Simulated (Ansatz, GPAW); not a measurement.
# STM contrast on Si/Ca(100), part 2 of 2

Wanted: filled- and empty-state images of Si/Ca(100), with its work function.

GPAW 26.7.0 and Ansatz 0.2.0; GPAW, PAW setups; slab in vacuum (the session's first sound run).

So far, upper work function (eV): step 2 (relaxation) 5.05; step 3 (bands at fixed density, height 4 Å, STM [-0.5, 0.5] V) 5.05.

**4. A second plane-wave code**

A second program with its own datasets checks the number independently.

This step: Ansatz plane waves; slab in vacuum with a dipole correction (Ansatz 0.2.0).

The input, input.yaml:

```yaml
crystal:
  lattice:
    - [3.945655839, 0.0, 0.0]
    - [0.0, 3.945655839, 0.0]
    - [0.0, 0.0, 27.3835]
  atoms:
    - { symbol: Ca, position: [0.5000005273, 0.5000005273, 0.2921467307] }
    - { symbol: Ca, position: [0.0, 0.0, 0.394032903] }
    - { symbol: Ca, position: [0.5000005273, 0.5000005273, 0.4953077379] }
    - { symbol: Ca, position: [0.0, 0.0, 0.6000858101] }
    - { symbol: Si, position: [0.0, 0.0, 0.7058894451] }
kpoints:
  mp_grid: { grid: [8, 8, 1] }
hamiltonian:
  xc: pbe
scf:
  occupations: { method: fermi_dirac, width: 0.1 }
efield:
  axis: 3
  dipole_correction: true
  ramp_width: 0.05
output:
  forces: true
  band_densities: [{ e_range: [-0.5, 0] }, { e_range: [0, 0.5] }]
  write_potential: true
  write_density: true
  volumetric_format: npy
  elf: true
```

Launch:

```console
$ ansatz run input.yaml --threads 4 --pin off --max-ram 8192MiB --backend cpu --events-out ev --progress --plain --runs-dir out
```

The job ended after 7.9 s (4 threads of Intel Xeon Platinum 8488C (Sapphire Rapids), shared host; peak memory 0.81 GiB).

Numbers from this step:

- free energy: -7899.8338 eV
- smearing term TS: 0.2388 eV
- symmetry operations: 8
- upper work function: 5.050 eV
- lower work function: 2.778 eV
- dipole along the normal: -0.1955 e·Å
- dipole field: -0.08297 V/Å
- vacuum level above: 5.177 eV
- vacuum level below: 2.905 eV
- corrugation e range -0.5 0 4: 0.3259 Å
- decay e range -0.5 0: 1.192 Å⁻¹
- apparent barrier e range -0.5 0: 5.414 eV, hbar² kappa² / 2m (holds the in-plane momentum too)
- corrugation e range 0 0.5 4: 0.8472 Å
- decay e range 0 0.5: 1.293 Å⁻¹
- apparent barrier e range 0 0.5: 6.374 eV, hbar² kappa² / 2m (holds the in-plane momentum too)

The electrostatic potential energy of an electron (with the applied field's), less the Fermi level, planar mean oscillates, so the rows of the table below give means over windows of 3 Å about each position, cut where the curve ends. Its maxima inside the range that stand out by 2 % of the span (Å: eV): 9.4: 0.800, 12.1: 0.688, 15.0: 0.978, 18.1: 3.08, 26.5: 5.05. Its minima: 8.0: -7.90, 10.8: -7.51, 13.5: -7.65, 16.4: -7.89, 19.4: -4.63.

The electrostatic potential energy of an electron (with the applied field's), less the Fermi level, planar mean by z; means over each step:

| z (Å) | electrostatic potential energy of an electron (with the applied field's), less the Fermi level, planar mean (eV) |
| --- | --- |
| 1.50 | 2.90 |
| 4.50 | 2.67 |
| 7.50 | -2.52 |
| 10.50 | -2.55 |
| 13.50 | -2.56 |
| 16.50 | -2.24 |
| 19.50 | 0.426 |
| 22.50 | 5.00 |
| 25.50 | 5.02 |

The valence density, planar mean oscillates, so the rows of the table below give means over windows of 2.78 Å about each position, cut where the curve ends. Its maxima inside the range that stand out by 2 % of the span (Å: e/Å³): 8.0: 0.551, 10.8: 0.548, 13.5: 0.550, 16.4: 0.541, 19.0: 0.118. Its minima: 9.4: 0.0555, 12.1: 0.0549, 15.0: 0.0533, 17.7: 0.0519.

Table of valence density, planar mean by z; means over each step:

z (Å), valence density, planar mean (e/Å³) and a bar:
```
     1.39      0.000 
     4.17      0.001 
     6.95      0.174 #######################
     9.73      0.231 ##############################
    12.51      0.231 ##############################
    15.29      0.217 ############################
    18.07      0.122 ################
    20.85      0.041 #####
    23.63      0.000 
    26.41      0.000
```

E_range_-0.5_0. The planar mean of the window's density by height over the top atom:

height over the top atom (Å), log10 planar mean of the window's density (e/Å³) and a bar from the least value:
```
     1.50       -2.1 ##############################
     1.70       -2.2 #############################
     1.90       -2.4 ############################
     2.10       -2.6 ###########################
     2.30       -2.8 ##########################
     2.50       -3.0 #########################
     2.70       -3.2 ########################
     2.90       -3.4 #######################
     3.10       -3.6 ######################
     3.30       -3.8 #####################
     3.50       -4.0 ####################
     3.70       -4.2 ##################
     3.90       -4.4 #################
     4.10       -4.6 ################
     4.30       -4.8 ###############
     4.50       -5.0 ##############
     4.70       -5.3 #############
     4.90       -5.5 ############
     5.10       -5.7 ###########
     5.30       -5.9 ##########
     5.50       -6.1 ########
     5.70       -6.3 #######
     5.90       -6.5 ######
     6.10       -6.7 #####
     6.30       -7.0 ####
     6.50       -7.2 ##
     6.70       -7.4 #
     6.90       -7.7
```

Density over a1 and a2. Constant height 4 Å over the top atom, window e_range_-0.5_0.

Values in units of 1e-5 e/Å³, 12 rows by 16 columns, each cell a mean:
```
4.3 4.2 4.0 3.8 3.5 3.2 3.0 2.9 2.9 2.9 3.1 3.3 3.6 3.9 4.1 4.2
4.0 4.0 3.8 3.6 3.3 3.1 2.9 2.8 2.7 2.8 2.9 3.2 3.4 3.7 3.9 4.0
3.7 3.6 3.5 3.3 3.0 2.8 2.7 2.5 2.5 2.6 2.7 2.9 3.1 3.4 3.6 3.7
3.3 3.3 3.2 3.0 2.8 2.6 2.4 2.3 2.3 2.4 2.5 2.6 2.8 3.1 3.2 3.3
3.0 3.0 2.9 2.7 2.5 2.4 2.2 2.1 2.1 2.2 2.3 2.4 2.6 2.8 2.9 3.0
2.9 2.9 2.8 2.6 2.4 2.3 2.1 2.1 2.0 2.1 2.2 2.3 2.5 2.7 2.8 2.9
2.9 2.9 2.8 2.6 2.5 2.3 2.2 2.1 2.1 2.1 2.2 2.4 2.5 2.7 2.8 2.9
3.1 3.1 3.0 2.8 2.6 2.4 2.3 2.2 2.2 2.2 2.4 2.5 2.7 2.9 3.0 3.1
3.5 3.4 3.3 3.1 2.9 2.7 2.5 2.4 2.4 2.5 2.6 2.8 3.0 3.2 3.4 3.5
3.9 3.8 3.6 3.4 3.2 2.9 2.8 2.6 2.6 2.7 2.8 3.0 3.3 3.5 3.7 3.8
4.2 4.1 3.9 3.7 3.4 3.2 2.9 2.8 2.8 2.9 3.0 3.2 3.5 3.8 4.0 4.1
4.3 4.2 4.1 3.8 3.5 3.3 3.0 2.9 2.9 3.0 3.1 3.4 3.6 3.9 4.1 4.3
```
Columns: a1 from 0 to 0.963; rows upwards: a2 from 0 to 0.963.

Tip height over the top atom over a1 and a2. Constant current at the density 3.025e-05 e/Å^3, window e_range_-0.5_0.

Values in Å, 12 rows by 16 columns, each cell a mean:
```
4.13 4.13 4.11 4.09 4.06 4.03 4.00 3.98 3.98 3.99 4.01 4.04 4.07 4.10 4.12 4.13
4.11 4.11 4.09 4.07 4.04 4.01 3.98 3.96 3.95 3.96 3.99 4.02 4.05 4.08 4.10 4.11
4.08 4.07 4.06 4.03 4.00 3.97 3.94 3.92 3.92 3.93 3.95 3.98 4.01 4.04 4.06 4.08
4.04 4.03 4.02 3.99 3.96 3.93 3.90 3.88 3.88 3.89 3.91 3.94 3.97 4.00 4.02 4.04
4.00 3.99 3.98 3.95 3.92 3.89 3.86 3.84 3.84 3.85 3.87 3.90 3.93 3.96 3.99 4.00
3.98 3.98 3.96 3.93 3.90 3.87 3.84 3.82 3.82 3.83 3.85 3.88 3.91 3.95 3.97 3.98
3.99 3.98 3.96 3.94 3.91 3.88 3.85 3.83 3.82 3.83 3.86 3.89 3.92 3.95 3.97 3.99
4.02 4.01 3.99 3.97 3.94 3.91 3.88 3.86 3.85 3.86 3.89 3.92 3.95 3.98 4.00 4.01
4.06 4.05 4.04 4.01 3.98 3.95 3.92 3.90 3.90 3.91 3.93 3.96 3.99 4.02 4.04 4.05
4.10 4.09 4.07 4.05 4.02 3.99 3.96 3.94 3.94 3.95 3.97 4.00 4.03 4.06 4.08 4.09
4.12 4.12 4.10 4.08 4.05 4.02 3.99 3.97 3.97 3.98 4.00 4.03 4.06 4.09 4.11 4.12
4.14 4.13 4.12 4.09 4.06 4.03 4.00 3.98 3.98 3.99 4.01 4.04 4.07 4.10 4.12 4.14
```
Columns: a1 from 0 to 0.963; rows upwards: a2 from 0 to 0.963.

E_range_0_0.5. Table of planar mean of the window's density by height over the top atom:

| height over the top atom (Å) | planar mean of the window's density (e/Å³) |
| --- | --- |
| 1.50 | 0.00903 |
| 1.70 | 0.00587 |
| 1.90 | 0.00373 |
| 2.10 | 0.00233 |
| 2.30 | 0.00144 |
| 2.50 | 8.8e-4 |
| 2.70 | 5.4e-4 |
| 2.90 | 3.3e-4 |
| 3.10 | 2.0e-4 |
| 3.30 | 1.2e-4 |
| 3.50 | 7.2e-5 |
| 3.70 | 4.3e-5 |
| 3.90 | 2.6e-5 |
| 4.10 | 1.5e-5 |
| 4.30 | 9.1e-6 |
| 4.50 | 5.4e-6 |
| 4.70 | 3.2e-6 |
| 4.90 | 1.9e-6 |
| 5.10 | 1.1e-6 |
| 5.30 | 6.6e-7 |
| 5.50 | 3.9e-7 |
| 5.70 | 2.3e-7 |
| 5.90 | 1.4e-7 |
| 6.10 | 8.1e-8 |
| 6.30 | 5.0e-8 |
| 6.50 | 3.5e-8 |
| 6.70 | 3.0e-8 |
| 6.90 | 3.3e-8 |

Density over a1 and a2. Constant height 4 Å over the top atom, window e_range_0_0.5.

Ten even steps from '_' (0.58 × 1e-5 e/Å³) to '@' (4.21 × 1e-5 e/Å³):
```
@@@@@@@@%%##****++==----::::::::----==++****##%%@@@@@@
@@@@@@%%%%##**++++==----::::::::----==++++**##%%%%@@@@
@@@@%%%%####**++====--::::::::::::--====++**####%%%%@@
%%%%%%####**++++==----::::::::::::----==++++**####%%%%
########**++++==----::::::....::::::----==++++**######
********++++====--::::::........::::::--====++++******
****++++++====--::::::............::::::--====++++++**
++++++====----::::::......____......::::::----====++++
========----::::::....____________....::::::----======
----------::::::....________________....::::::--------
------::::::::....____________________....::::::::----
--::::::::::......____________________......::::::::::
::::::::::......________________________......::::::::
::::::::::......________________________......::::::::
--::::::::::......____________________......::::::::::
------::::::::....____________________....::::::::----
----------::::::....________________....::::::--------
========----::::::....____________....::::::----======
++++++====----::::::......____......::::::----====++++
****++++++====--::::::............::::::--====++++++**
********++++====--::::::........::::::--====++++******
########**++++==----::::::....::::::----==++++**######
%%%%%%####**++++==----::::::::::::----==++++**####%%%%
@@@@%%%%####**++====--::::::::::::--====++**####%%%%@@
@@@@@@%%%%##**++++==----::::::::----==++++**##%%%%@@@@
@@@@@@@@%%##****++==----::::::::----==++****##%%@@@@@@
@@@@@@@@%%##****++==------::::------==++****##%%@@@@@@
```
Columns: a1 from 0 to 0.963; rows upwards: a2 from 0 to 0.963.

Tip height over the top atom over a1 and a2. Constant current at the density 1.974e-05 e/Å^3, window e_range_0_0.5.

Ten even steps from '0' (3.42 Å) to '9' (4.27 Å):
```
999999887766555566778899999
999998887766555566778889999
999998877665555556677889999
999988877665555556677888999
998888776655444455667788889
888887766554444445566778888
888777665544333344556677788
777776655443322334455667777
777666554432222223445566677
666665544322111122344556666
666555443221100112234455566
655554433211000011233445555
555554432210000001223445555
555554432210000001223445555
655554433211000011233445555
666555443221100112234455566
666665544322111122344556666
777666554432222223445566677
777776655443322334455667777
888777665544333344556677788
888887766554444445566778888
998888776655444455667788889
999988877665555556677888999
999998877665555556677889999
999998887766555566778889999
999999887766555566778899999
999999887766655666778899999
```
Columns: a1 from 0 to 0.963; rows upwards: a2 from 0 to 0.963.

Force by atom:

| atom | x (eV/Å) | y (eV/Å) | z (eV/Å) | size |
| --- | --- | --- | --- | --- |
| Ca1 | 0.000 | 0.000 | 0.129 | 0.129 |
| Ca2 | 0.000 | 0.000 | -0.103 | 0.103 |
| Ca3 | 0.000 | 0.000 | 0.002 | 0.002 |
| Ca4 | 0.000 | 0.000 | -0.028 | 0.028 |
| Si5 | 0.000 | 0.000 | -0.001 | 0.001 |

Band density in the ca plane at fractional y = 0.000, with atoms of Ca and Si within 0.2 Å of it.

Ten steps, logarithmic in the rise over the least value, from '0' (0.00 Å⁻³) to '9' (0.11 Å⁻³), each cell a mean:
```
56776556655555568887789998789975321000000000
44664555555555555566578898899865321000000000
54444555555555554444466777787654210000000000
55555555555555555544455666666543210000000000
55555555555555555544445555555432110000000000
55555555555555555544455566665543210000000000
55555555555555555444456677777653210000000000
54554555555555554454567888888764310000000000
55775555555555556777678998789875321000000000
67886556655555568987789998689975321000000000
```
Columns run along c (16.0 Å, from fractional 0.36 to 0.95 of the cell), rows up along a (3.9 Å). Atoms in or near the plane, at fractional coordinates: Ca at (0.39, 0.00), Ca at (0.60, 0.00), Si at (0.71, 0.00).

Band density in the ca plane at fractional y = 0.000, with atoms of Ca and Si within 0.2 Å of it.

Values in Å⁻³, 6 rows by 16 columns, each cell a mean:
```
0.04 0.04 0.02 0.02 0.01 0.01 0.05 0.04 0.09 0.05 0.09 0.02 0.00 0.00 0.00 0.00
0.02 0.02 0.02 0.02 0.01 0.02 0.01 0.01 0.03 0.03 0.03 0.01 0.00 0.00 0.00 0.00
0.02 0.02 0.02 0.02 0.01 0.02 0.02 0.01 0.01 0.01 0.01 0.00 0.00 0.00 0.00 0.00
0.02 0.02 0.02 0.02 0.01 0.02 0.01 0.01 0.01 0.01 0.01 0.00 0.00 0.00 0.00 0.00
0.02 0.02 0.02 0.02 0.01 0.01 0.02 0.02 0.05 0.04 0.05 0.01 0.00 0.00 0.00 0.00
0.04 0.05 0.02 0.02 0.01 0.01 0.07 0.04 0.10 0.04 0.10 0.02 0.00 0.00 0.00 0.00
```
Columns run along c (16.0 Å, from fractional 0.36 to 0.95 of the cell), rows up along a (3.9 Å). Atoms in or near the plane, at fractional coordinates: Ca at (0.39, 0.00), Ca at (0.60, 0.00), Si at (0.71, 0.00).

ELF in the ca plane at fractional y = 0.000, with atoms of Ca and Si within 0.2 Å of it. It is the smooth field of the valence electrons, not physical close to the nuclei.

Ten even steps from '0' (0.00) to '9' (0.94), each cell a mean:
```
58888502566653127988724886679997520000000000
16886103566554203787414888789986310000000000
01221025655555310122014678888764200000000000
21001245554455542100123455555421000000000000
54334566543345665422233333222100000000000000
42222456544455654211123333433210000000000000
10000135555555521000014567777642100000000000
03553014665555201565114788899875310000000000
38998302566654116898614887689997420000000000
68889612566653128888724986779998521000000000
```
Columns run along c (16.0 Å, from fractional 0.36 to 0.95 of the cell), rows up along a (3.9 Å). Atoms in or near the plane, at fractional coordinates: Ca at (0.39, 0.00), Ca at (0.60, 0.00), Si at (0.71, 0.00).

The upper face's work function is 5.050 eV, against 5.052 eV in the first plane-wave PBE run at this geometry.

**5. Side by side**

Results and costs are gathered.

This step: comparison of work functions, dipole and cost (GPAW 26.7.0).

Ladder, by row:

| step | code | work function, upper (eV) | work function, lower (eV) | dipole (e Å) | wall time (s) | peak memory (GiB) | threads |
| --- | --- | --- | --- | --- | --- | --- | --- |
| pw | GPAW | 5.052 | 2.782 | -0.1953 | 341.4 | 0.53 | 1 |
| ansatz | Ansatz | 5.05 | 2.778 | -0.1955 | 7.92 | 0.812 | 4 |

**6. A changed run**

One more run, with changed settings.

This step: GPAW, PAW setups; slab in vacuum (GPAW 26.7.0).

The input, run.py:

```python
import json
import numpy as np
from ase import Atoms
from gpaw import GPAW, PW

slab = Atoms(
    ['Ca', 'Ca', 'Ca', 'Ca', 'Si'],
    positions=[
        [1.97283, 1.97283, 8.00000],
        [0.00000, 0.00000, 10.79000],
        [1.97283, 1.97283, 13.56326],
        [-0.00000, 0.00000, 16.43245],
        [0.00000, 0.00000, 19.32972]],
    cell=[[3.94566, 0.0, 0.0], [0.0, 3.94566, 0.0], [0.0, 0.0, 27.3835]],
    pbc=[True, True, False])

slab.calc = GPAW(mode=PW(400), xc='pbe96', kpts={'size': (8, 8, 1), 'gamma': True},
                 occupations={'name': 'fermi-dirac', 'width': 0.1}, nbands='140%',
                 convergence={'density': 1e-05}, maxiter=50,
                 poissonsolver={'dipolelayer': 'xy'},
                 symmetry={'tolerance': 1e-3}, txt='slab.txt')
result = {}
energy = slab.get_potential_energy()
fermi = slab.calc.get_fermi_level()
v = slab.calc.get_electrostatic_potential().mean((0, 1)) - fermi
n = slab.calc.get_pseudo_density().mean((0, 1))
L = slab.cell[2, 2]
z = np.arange(len(v)) * L / len(v)
low, high = slab.positions[:, 2].min(), slab.positions[:, 2].max()
below, above = np.interp([low - 5.8, high + 5.8], z, v)
slopes = [np.interp(x, z, np.gradient(v, z)) for x in (low - 5.8, high + 5.8)]
eps = np.array([[slab.calc.get_eigenvalues(k, s) for k in range(len(slab.calc.get_ibz_k_points()))]
                for s in range(slab.calc.get_number_of_spins())]) - fermi
top, bottom = eps[eps < 0].max(), eps[eps > 0].min()
dipole = slab.get_dipole_moment()[2]
print(f'energy {energy:.4f} eV, Fermi level {fermi:.4f} eV, dipole {dipole:.5f} e A')
print(f'potential 5.8 A off the faces, from the Fermi level: lower {below:.4f} eV, upper {above:.4f} eV')
print(f'slope of the potential there: lower {slopes[0]:.5f}, upper {slopes[1]:.5f} eV/A')
print(f'nearest levels on the mesh: {top:.4f} and {bottom:.4f} eV')
print('magnetic moment', round(slab.get_magnetic_moment(), 3))
result.update(energy=energy, fermi=fermi, dipole=dipole, below=below, above=above, slopes=slopes, edges=[top, bottom],
              z=z.tolist(), v=v.tolist(), n=n.tolist(), positions=slab.positions.tolist(),
              forces=slab.get_forces(apply_constraint=False).tolist(), moments=slab.get_magnetic_moments().tolist())
json.dump(result, open('result.json', 'w'))
```

Launch:

```console
$ OMP_NUM_THREADS=1 OPENBLAS_NUM_THREADS=1 python run.py
```

The job ended after 0.59 s (1 thread; peak memory 0.1 GiB).

The program refused the input before any cycle.

The program's message: “NameError: Unknown functional: pbe96.”

The change that led to it: xc = "pbe96".

**7. What came out**

| Property | Result |
| --- | --- |
| work function, upper and lower face | 5.052 and 2.782 eV |
| dipole along the normal | -0.195 e Å |
| corrugation at -0.5 V | 0.372 Å |
| corrugation at 0.5 V | 0.882 Å |

The corrugation at constant current is largest at 0.5 V, where the tip height varies by 0.88 Å over the cell. Negative sample bias images filled states, positive bias empty ones. The two faces differ by 2.3 eV, the step that the slab's dipole makes (e p/(ε0 A) gives 2.3 eV), so the dipole layer is needed. The two plane-wave codes differ by 0.0019 eV on the upper face. The images are of Tersoff-Hamann type: an s-wave tip, no tip-sample forces, heights closer than in a microscope. Ansatz gives corrugations of 0.33 Å at -0.5 V (GPAW 0.37) and 0.85 Å at 0.5 V (GPAW 0.88). GPAW's time includes a further run over the whole zone for the images, so the two times are not like for like. The cell of 15.6 Å² holds one Si, started on one chosen site; other sites and coverages weren't tried. The in-plane lattice was kept as typed, which isn't the functional's own and leaves some strain; spin-orbit coupling and temperature are left out.

[Logs are printed without paths, hosts, clocks, repeated set-up lines and the standing remarks that a program may print on its own settings, such as how far it seeks lower states.]

[Hosts, paths, dates, database ids (printed as entryN), source tags and the programs' standing remarks are cut or masked in the printed files.]
